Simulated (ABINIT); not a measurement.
# Beyond one shot: CsPbCl3 (Pm-3m)

How far does self-consistency move the gap of CsPbCl3 (Pm-3m)?

Calculated with ABINIT 10.8.3; PBEsol and many-body steps on it, plane waves.

Most raw output is cut from this account.

**1. Starting point**

Symmetry: Pm-3m, No. 221, cubic system. The conventional cell has a = 5.605 Å, b = 5.605 Å, c = 5.605 Å, α = 90.00°, β = 90.00°, γ = 90.00°. Nearest to Cs lie 12 Cl at 3.96 Å. Pb has 6 Cl at 2.80 Å nearest. Nearest to Cl lie 2 Pb at 2.80 Å and 4 Cs at 3.96 Å. Farther neighbours and most contacts between anions are not listed.

The cell and positions come from the Crystallography Open Database and are kept as given unless a step says otherwise. Spin-orbit coupling is left out unless a step names it.

**2. Empty states on the mesh, 2×2×2 mesh, 156 bands**

This step: ABINIT 10.8.3; DFT, PBEsol, plane waves, norm-conserving pseudopotentials.

The sums over transitions need many empty states on a uniform mesh; this step solves for them.

Input file run.abi:

```
acell 3*1.0 Angstrom
rprim 
  5.605000000000 0.000000000000 0.000000000000
  0.000000000000 5.605000000000 0.000000000000
  0.000000000000 0.000000000000 5.605000000000
ntypat 3
znucl 55 82 17
natom 5
typat 1 2 3 3 3
xred 
  0.000000000000 0.000000000000 0.000000000000
  0.500000000000 0.500000000000 0.500000000000
  0.500000000000 0.500000000000 0.000000000000
  0.000000000000 0.500000000000 0.500000000000
  0.500000000000 0.000000000000 0.500000000000
pp_dirpath "pseudos"
pseudos "Cs.upf, Pb.upf, Cl.upf"
ecut 32
ngkpt 2 2 2
nshiftk 1
shiftk 0 0 0
kptopt 1
chksymbreak 0
iscf -2
irdden 1
istwfk *1
nband 156
nbdbuf 14
tolwfr 1e-09
nstep 60
prtvol 0
indata_prefix "in"
outdata_prefix "out"
tmpdata_prefix "tmp"
```

The run is started by

```bash
$ OMP_NUM_THREADS=1 mpirun -n 8 abinit run.abi > log
```

Wall time 61 s (8 MPI ranks of Arm Neoverse V2, shared host); peak memory 0.75 GiB; 8.1 min of CPU time.

This step gave:

```
gap                                                           : 1.798 eV
k of the valence top                                          : 0.5, 0.5, 0.5
k of the conduction bottom                                    : 0.5, 0.5, 0.5
least direct gap                                              : 1.798 eV
k points computed                                             : 4
lowest point of the top converged band, above the valence top : 37.35 eV
```

On this mesh the gap is 1.798 eV.

The density comes from a self-consistent run that is not shown.

**3. Screening, 2×2×2 mesh, 142 bands, screening to 106.1 eV**

The RPA dielectric matrix is built and inverted for each q.

This step: RPA screening on PBEsol, plane waves, norm-conserving pseudopotentials.

Changes to run.abi since step 2:

```diff
@@ -23,10 +23,11 @@
 chksymbreak 0
-iscf -2
-irdden 1
 istwfk *1
-nband 156
-nbdbuf 14
-tolwfr 1e-09
-nstep 60
-prtvol 0
+occopt 1
+irdwfk 1
+optdriver 3
+nband 142
+ecuteps 3.9
+inclvkb 2
+awtr 1
+symchi 1
 indata_prefix "in"
```

Wall time 29 s (8 MPI ranks); peak memory 3 GiB.

This step gave:

- ε∞ with local fields, on this mesh, along the program's q direction: 8.023
- the same without local fields: 9.113
- plasma frequency: 20.18 eV
- plane waves in the screening matrix: 461

Local fields lower ε∞ by 12 %. On a Γ-centred mesh this coarse the value itself is usually too large, while a short band sum pulls it down.

**4. G0W0**

The self-energy is evaluated for the states that the input lists, and the levels follow from it, in one-shot runs by the linearised quasiparticle equation.

This step: G0W0 on PBEsol, plane waves, norm-conserving pseudopotentials.

Changes to run.abi since step 3:

```diff
@@ -26,8 +26,17 @@
 irdwfk 1
-optdriver 3
+optdriver 4
 nband 142
+gwcalctyp 0
+ecutsigx 32
+symsigma 1
+nkptgw 2
+kptgw 
+  0.5000000000 0.5000000000 0.5000000000
+  0.0000000000 0.0000000000 0.0000000000
+bdgw 
+  23 29
+  24 29
 ecuteps 3.9
-inclvkb 2
-awtr 1
-symchi 1
+irdscr 1
+ppmodel 1
 indata_prefix "in"
```

The job ended after 13 s (8 MPI ranks; peak memory 2.3 GiB).

This step gave:

```
G0W0 gap on the points computed              : 3.177 eV
starting gap on the mesh                     : 1.798 eV
k of the valence top                         : 0.5, 0.5, 0.5
k of the conduction bottom                   : 0.5, 0.5, 0.5
Z at the valence top                         : 0.794
Z at the conduction bottom                   : 0.821
least direct G0W0 gap on the computed points : 3.177 eV
```

The gap on the mesh goes from 1.80 eV to 3.18 eV, a correction of +1.38 eV.

**5. evGW0, cycle 1**

This step: evGW0 on PBEsol, plane waves, norm-conserving pseudopotentials.

Changes to run.abi since step 4:

```diff
@@ -28,12 +28,16 @@
 nband 142
-gwcalctyp 0
+gwcalctyp 10
 ecutsigx 32
 symsigma 1
-nkptgw 2
+nkptgw 4
 kptgw 
+  0.0000000000 0.0000000000 0.0000000000
+  0.5000000000 0.0000000000 0.0000000000
+  0.5000000000 0.5000000000 0.0000000000
   0.5000000000 0.5000000000 0.5000000000
-  0.0000000000 0.0000000000 0.0000000000
 bdgw 
-  23 29
-  24 29
+  14 59
+  14 59
+  14 59
+  14 59
 ecuteps 3.9
```

It took 2.7 min on 8 MPI ranks; peak memory 6.6 GiB; 21 min of CPU time.

This step gave:

* quasiparticle gap on the mesh: 3.491 eV
* gap of the density functional on the mesh: 1.798 eV
* k of the valence top: 0.5, 0.5, 0.5
* k of the conduction bottom: 0.5, 0.5, 0.5
* Z at the valence top: 0.794
* Z at the conduction bottom: 0.821
* least direct quasiparticle gap on the computed points: 3.491 eV

Against G0W0 in ABINIT (2×2×2 mesh, 142 bands, screening to 106.1 eV, Godby-Needs plasmon pole), the gap moves by +0.314 eV. This first cycle still uses the starting levels; it takes the full correction, at all points of the mesh, and its linearised value is 3.177 eV.

**6. evGW0, cycle 2**

The corrected levels of the last cycle go back in.

Changes to run.abi since step 5:

```diff
@@ -45,2 +45,3 @@
 ppmodel 1
+irdqps 1
 indata_prefix "in"
```

It took 2.7 min on 8 MPI ranks; peak memory 6.6 GiB; 22 min of CPU time.

This step gave:

* quasiparticle gap on the mesh: 3.372 eV
* gap of the density functional on the mesh: 1.798 eV
* k of the valence top: 0.5, 0.5, 0.5
* k of the conduction bottom: 0.5, 0.5, 0.5
* least direct quasiparticle gap on the computed points: 3.372 eV

Against the cycle before, the gap moves by −0.119 eV.

**7. evGW0, cycle 3**

run.abi is that of step 6.

It took 2.7 min on 8 MPI ranks; peak memory 6.6 GiB; 21 min of CPU time.

Numbers from this step:

| Property | Result |
| --- | --- |
| quasiparticle gap on the mesh | 3.379 eV |
| gap of the density functional on the mesh | 1.798 eV |
| k of the valence top | 0.5, 0.5, 0.5 |
| k of the conduction bottom | 0.5, 0.5, 0.5 |
| least direct quasiparticle gap on the computed points | 3.379 eV |

Against the cycle before, the gap moves by +0.007 eV.

**8. Screening, 2×2×2 mesh, 142 bands, screening to 106.1 eV**

This step: RPA screening on PBEsol, plane waves, norm-conserving pseudopotentials.

Changes to run.abi since step 7:

```diff
@@ -26,22 +26,13 @@
 irdwfk 1
-optdriver 4
+optdriver 3
 nband 142
+ecuteps 3.9
+inclvkb 2
+awtr 1
+symchi 1
 gwcalctyp 10
-ecutsigx 32
-symsigma 1
-nkptgw 4
-kptgw 
-  0.0000000000 0.0000000000 0.0000000000
-  0.5000000000 0.0000000000 0.0000000000
-  0.5000000000 0.5000000000 0.0000000000
-  0.5000000000 0.5000000000 0.5000000000
-bdgw 
-  14 59
-  14 59
-  14 59
-  14 59
-ecuteps 3.9
-irdscr 1
-ppmodel 1
-irdqps 1
+mbpt_sciss 1.769 eV
+nqptdm 1
+qptdm 
+  0 0 0
 indata_prefix "in"
```

It took 19 s on 8 MPI ranks; peak memory 3 GiB; 2.5 min of CPU time.

This step gave:

- ε∞ with local fields, on this mesh, along the program's q direction: 5.630
- the same without local fields: 6.276
- plasma frequency: 20.18 eV
- plane waves in the screening matrix: 461

This screening uses the functional's bands under a rigid shift, the mean opening of the cycle before.

**9. Screening, 2×2×2 mesh, 142 bands, screening to 106.1 eV**

This step: RPA screening on PBEsol from quasiparticle energies, plane waves, norm-conserving pseudopotentials.

Changes to run.abi since step 8:

```diff
@@ -32,7 +32,9 @@
 symchi 1
+irdqps 1
 gwcalctyp 10
-mbpt_sciss 1.769 eV
-nqptdm 1
+nqptdm 3
 qptdm 
-  0 0 0
+  0.5000000000 0.0000000000 0.0000000000
+  0.5000000000 0.5000000000 0.0000000000
+  0.5000000000 0.5000000000 0.5000000000
 indata_prefix "in"
```

Input file mrgscr.stdin:

```
2
merged
q0_SCR
out_SCR
1
```

The run is started by

```bash
$ OMP_NUM_THREADS=1 mpirun -n 8 abinit run.abi > log; mrgscr < mrgscr.stdin
```

The job ended after 11 s (8 MPI ranks; peak memory 2.3 GiB; 84 s of CPU time).

This step gave:

| Item | Value |
| --- | --- |
| plasma frequency | 20.18 eV |
| plane waves in the screening matrix | 461 |

This screening reads the quasiparticle levels of the cycle before.

**10. evGW, cycle 1**

This step: evGW on PBEsol, plane waves, norm-conserving pseudopotentials.

Changes to run.abi since step 9:

```diff
@@ -26,12 +26,10 @@
 irdwfk 1
-optdriver 3
+optdriver 4
 nband 142
-ecuteps 3.9
-inclvkb 2
-awtr 1
-symchi 1
-irdqps 1
 gwcalctyp 10
-nqptdm 3
-qptdm 
+ecutsigx 32
+symsigma 1
+nkptgw 4
+kptgw 
+  0.0000000000 0.0000000000 0.0000000000
   0.5000000000 0.0000000000 0.0000000000
@@ -39,2 +37,11 @@
   0.5000000000 0.5000000000 0.5000000000
+bdgw 
+  14 59
+  14 59
+  14 59
+  14 59
+ecuteps 3.9
+irdscr 1
+ppmodel 1
+irdqps 1
 indata_prefix "in"
```

The run is started by

```bash
$ OMP_NUM_THREADS=1 mpirun -n 8 abinit run.abi > log
```

It took 2.7 min on 8 MPI ranks; peak memory 6.6 GiB; 22 min of CPU time.

Numbers from this step:

- quasiparticle gap on the mesh: 3.751 eV
- gap of the density functional on the mesh: 1.798 eV
- k of the valence top: 0.5, 0.5, 0.5
- k of the conduction bottom: 0.5, 0.5, 0.5
- least direct quasiparticle gap on the computed points: 3.751 eV

Against G0W0 in ABINIT (2×2×2 mesh, 142 bands, screening to 106.1 eV, Godby-Needs plasmon pole), the gap moves by +0.574 eV.

**11. Screening, 2×2×2 mesh, 142 bands, screening to 106.1 eV**

This step: RPA screening on PBEsol, plane waves, norm-conserving pseudopotentials.

Changes to run.abi since step 10:

```diff
@@ -26,22 +26,13 @@
 irdwfk 1
-optdriver 4
+optdriver 3
 nband 142
+ecuteps 3.9
+inclvkb 2
+awtr 1
+symchi 1
 gwcalctyp 10
-ecutsigx 32
-symsigma 1
-nkptgw 4
-kptgw 
-  0.0000000000 0.0000000000 0.0000000000
-  0.5000000000 0.0000000000 0.0000000000
-  0.5000000000 0.5000000000 0.0000000000
-  0.5000000000 0.5000000000 0.5000000000
-bdgw 
-  14 59
-  14 59
-  14 59
-  14 59
-ecuteps 3.9
-irdscr 1
-ppmodel 1
-irdqps 1
+mbpt_sciss 2.189 eV
+nqptdm 1
+qptdm 
+  0 0 0
 indata_prefix "in"
```

Run time: 19 s. Hardware: 8 MPI ranks; peak memory 3 GiB.

Numbers from this step:

```
ε∞ with local fields, on this mesh, along the program's q direction : 5.311
the same without local fields                                       : 5.906
plasma frequency                                                    : 20.18 eV
plane waves in the screening matrix                                 : 461
```

This screening uses the functional's bands under a rigid shift, the mean opening of the cycle before.

**12. Screening, 2×2×2 mesh, 142 bands, screening to 106.1 eV**

This step: RPA screening on PBEsol from quasiparticle energies, plane waves, norm-conserving pseudopotentials.

Changes to run.abi since step 11:

```diff
@@ -32,7 +32,9 @@
 symchi 1
+irdqps 1
 gwcalctyp 10
-mbpt_sciss 2.189 eV
-nqptdm 1
+nqptdm 3
 qptdm 
-  0 0 0
+  0.5000000000 0.0000000000 0.0000000000
+  0.5000000000 0.5000000000 0.0000000000
+  0.5000000000 0.5000000000 0.5000000000
 indata_prefix "in"
```

mrgscr.stdin is that of step 9.

The run is started by

```bash
$ OMP_NUM_THREADS=1 mpirun -n 8 abinit run.abi > log; mrgscr < mrgscr.stdin
```

Wall time 11 s (8 MPI ranks); peak memory 2.3 GiB.

Numbers from this step:

| Item | Value |
| --- | --- |
| plasma frequency | 20.18 eV |
| plane waves in the screening matrix | 461 |

This screening reads the quasiparticle levels of the cycle before.

**13. evGW, cycle 2**

This step: evGW on PBEsol, plane waves, norm-conserving pseudopotentials.

Changes to run.abi since step 12:

```diff
@@ -26,12 +26,10 @@
 irdwfk 1
-optdriver 3
+optdriver 4
 nband 142
-ecuteps 3.9
-inclvkb 2
-awtr 1
-symchi 1
-irdqps 1
 gwcalctyp 10
-nqptdm 3
-qptdm 
+ecutsigx 32
+symsigma 1
+nkptgw 4
+kptgw 
+  0.0000000000 0.0000000000 0.0000000000
   0.5000000000 0.0000000000 0.0000000000
@@ -39,2 +37,11 @@
   0.5000000000 0.5000000000 0.5000000000
+bdgw 
+  14 59
+  14 59
+  14 59
+  14 59
+ecuteps 3.9
+irdscr 1
+ppmodel 1
+irdqps 1
 indata_prefix "in"
```

The run is started by

```bash
$ OMP_NUM_THREADS=1 mpirun -n 8 abinit run.abi > log
```

It took 2.7 min on 8 MPI ranks; peak memory 6.6 GiB; 22 min of CPU time.

Numbers from this step:

* quasiparticle gap on the mesh: 3.801 eV
* gap of the density functional on the mesh: 1.798 eV
* k of the valence top: 0.5, 0.5, 0.5
* k of the conduction bottom: 0.5, 0.5, 0.5
* least direct quasiparticle gap on the computed points: 3.801 eV

Against the cycle before, the gap moves by +0.050 eV.

**14. Screening, 2×2×2 mesh, 142 bands, screening to 106.1 eV**

This step: RPA screening on PBEsol, plane waves, norm-conserving pseudopotentials.

Changes to run.abi since step 13:

```diff
@@ -26,22 +26,13 @@
 irdwfk 1
-optdriver 4
+optdriver 3
 nband 142
+ecuteps 3.9
+inclvkb 2
+awtr 1
+symchi 1
 gwcalctyp 10
-ecutsigx 32
-symsigma 1
-nkptgw 4
-kptgw 
-  0.0000000000 0.0000000000 0.0000000000
-  0.5000000000 0.0000000000 0.0000000000
-  0.5000000000 0.5000000000 0.0000000000
-  0.5000000000 0.5000000000 0.5000000000
-bdgw 
-  14 59
-  14 59
-  14 59
-  14 59
-ecuteps 3.9
-irdscr 1
-ppmodel 1
-irdqps 1
+mbpt_sciss 2.245 eV
+nqptdm 1
+qptdm 
+  0 0 0
 indata_prefix "in"
```

Elapsed: 18 s, on 8 MPI ranks; peak memory 3 GiB.

Numbers from this step:

```
ε∞ with local fields, on this mesh, along the program's q direction : 5.273
the same without local fields                                       : 5.861
plasma frequency                                                    : 20.18 eV
plane waves in the screening matrix                                 : 461
```

This screening uses the functional's bands under a rigid shift, the mean opening of the cycle before.

**15. Screening, 2×2×2 mesh, 142 bands, screening to 106.1 eV**

This step: RPA screening on PBEsol from quasiparticle energies, plane waves, norm-conserving pseudopotentials.

Changes to run.abi since step 14:

```diff
@@ -32,7 +32,9 @@
 symchi 1
+irdqps 1
 gwcalctyp 10
-mbpt_sciss 2.245 eV
-nqptdm 1
+nqptdm 3
 qptdm 
-  0 0 0
+  0.5000000000 0.0000000000 0.0000000000
+  0.5000000000 0.5000000000 0.0000000000
+  0.5000000000 0.5000000000 0.5000000000
 indata_prefix "in"
```

mrgscr.stdin is that of step 12.

The run is started by

```bash
$ OMP_NUM_THREADS=1 mpirun -n 8 abinit run.abi > log; mrgscr < mrgscr.stdin
```

It took 12 s on 8 MPI ranks; peak memory 2.3 GiB.

This step gave:

```
plasma frequency                    : 20.18 eV
plane waves in the screening matrix : 461
```

This screening reads the quasiparticle levels of the cycle before.

**16. evGW, cycle 3**

This step: evGW on PBEsol, plane waves, norm-conserving pseudopotentials.

Changes to run.abi since step 15:

```diff
@@ -26,12 +26,10 @@
 irdwfk 1
-optdriver 3
+optdriver 4
 nband 142
-ecuteps 3.9
-inclvkb 2
-awtr 1
-symchi 1
-irdqps 1
 gwcalctyp 10
-nqptdm 3
-qptdm 
+ecutsigx 32
+symsigma 1
+nkptgw 4
+kptgw 
+  0.0000000000 0.0000000000 0.0000000000
   0.5000000000 0.0000000000 0.0000000000
@@ -39,2 +37,11 @@
   0.5000000000 0.5000000000 0.5000000000
+bdgw 
+  14 59
+  14 59
+  14 59
+  14 59
+ecuteps 3.9
+irdscr 1
+ppmodel 1
+irdqps 1
 indata_prefix "in"
```

The run is started by

```bash
$ OMP_NUM_THREADS=1 mpirun -n 8 abinit run.abi > log
```

The job ended after 2.7 min (8 MPI ranks; peak memory 6.6 GiB; 22 min of CPU time).

This step gave:

| Property | Result |
| --- | --- |
| quasiparticle gap on the mesh | 3.807 eV |
| gap of the density functional on the mesh | 1.798 eV |
| k of the valence top | 0.5, 0.5, 0.5 |
| k of the conduction bottom | 0.5, 0.5, 0.5 |
| least direct quasiparticle gap on the computed points | 3.807 eV |

Against the cycle before, the gap moves by +0.006 eV.

**17. Side by side**

Times are wall times on 8 MPI ranks of Arm Neoverse V2, shared host, good to a factor of about two. A run's time includes the screening step that it read.

```csv
run,mesh,bands,screening cutoff (eV),DFT gap (eV),gap on the mesh (eV),direct (eV),ε∞ used,time
G0W0,2×2×2,142,106.1,1.798,3.177,3.177,8.02,42 s
"evGW0, cycle 1",2×2×2,142,106.1,1.798,3.491,3.491,8.02,3.1 min
"evGW0, cycle 2",2×2×2,142,106.1,1.798,3.372,3.372,8.02,3.2 min
"evGW0, cycle 3",2×2×2,142,106.1,1.798,3.379,3.379,8.02,3.2 min
"evGW, cycle 1",2×2×2,142,106.1,1.798,3.751,3.751,5.63,3.2 min
"evGW, cycle 2",2×2×2,142,106.1,1.798,3.801,3.801,5.31,3.2 min
"evGW, cycle 3",2×2×2,142,106.1,1.798,3.807,3.807,5.27,3.2 min
```

**18. Results**

```yaml
g0w0: 3.177 eV
evgw0_cycle_1: 3.491 eV
evgw0_cycle_2: 3.372 eV
evgw0_cycle_3: 3.379 eV
evgw_cycle_1: 3.751 eV
evgw_cycle_2: 3.801 eV
evgw_cycle_3: 3.807 eV
known_limits: not at the basis limit; no spin-orbit coupling; coarse k mesh
```

What this shows: Only the bands that the input lists are updated; the others, empty or deep, keep the functional's energies or take a rigid shift. The evGW loop starts from the last levels of evGW0, so its cycles and time come on top of those. evGW0 ends at 3.38 eV, +0.20 eV from G0W0, after 3 cycles that took 8 min beside the first screening; the last moved the gap by 0.007 eV. evGW ends at 3.81 eV, +0.63 eV from G0W0, after 3 cycles that took 9.6 min beside the first screening; the last moved the gap by 0.006 eV. The first cycle of evGW0 takes the full correction, without the factor Z, so it overshoots the one-shot value. Bands and cutoff are finite, so the gap is not at the basis limit. The miss can reach some tenths of an eV and take either sign; the mesh is an error of its own. The 2×2×2 mesh is coarse for this cell, which bears on the long-range parts of exchange and screening. Where an edge is built on 6p states of lead, bismuth or thallium, scalar-relativistic gaps usually stand too wide, by a few tenths to over one eV. This is the ideal cubic cell; many perovskites, halides above all, are cubic only on average, and local tilts or off-centring can widen the gap. In the updated screening the q = 0 part is built from Kohn-Sham bands under a rigid shift, the other q from the quasiparticle levels. The many-body steps are scalar-relativistic: spin-orbit coupling is not in them.

[Paths, hosts, dates, memory and timing lines, banners, echoed tables and standing remarks are left out of the program output.]

[Logs are printed without paths, hosts, clocks, repeated set-up lines and the standing remarks that a program may print on its own settings, such as how far it seeks lower states.]

[Runs of the session that timed out or met a known fault of the program may be left out.]

[Hosts, paths, dates, database ids (printed as entryN), source tags and the programs' standing remarks are cut or masked in the printed files.]

[G0W0 gaps are taken among the corrected bands and points alone; a level outside them can change the order at an edge.]

[Where Ansatz stands beside ABINIT at settings called matched, ABINIT's density can come from a denser mesh and the files from another edition; pairs whose starting gaps differed by over 0.03 eV were left out, so agreement reads better than it is.]
